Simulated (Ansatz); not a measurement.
Rows from a G0W0 calculation on SrTiO3 (I4/mcm) (Ansatz 0.2.0; G0W0 on PBE, plane waves, PAW; 4×4×4 mesh, 89 empty bands, screening to 48 eV), in eV. Spin-orbit coupling is left out.

```
row      Σx     Σc     Vxc     Z
  A  -26.08   5.08  -21.02  0.73
  B  -12.65  -5.83  -20.29  0.75
  C  -26.07   5.08  -21.01  0.73
  D  -12.65  -5.83  -20.29  0.75
```

Question: Which rows are filled states and which are empty ones, and how can one tell?

Filled: A and C. Empty: B and D. The sign of Σc tells: for a filled state bare exchange, which holds its interaction with itself, lies below Vxc (Σx − Vxc is -5.1 eV or lower here) and screening gives part back as a positive Σc. For an empty state Σx lies above Vxc (+7.6 eV or more) and the Coulomb hole leaves Σc negative.

[Paths, hosts, dates, memory and timing lines, banners, echoed tables and standing remarks are left out of the program output.]

[Logs are printed without paths, hosts, clocks, repeated set-up lines and the standing remarks that a program may print on its own settings, such as how far it seeks lower states.]

[Runs of the session that timed out or met a known fault of the program may be left out.]

[Cells called generated may have been cut or substituted from an entry of the Crystallography Open Database or the Materials Project.]

[Hosts, paths, dates, database ids (printed as entryN), source tags and the programs' standing remarks are cut or masked in the printed files.]
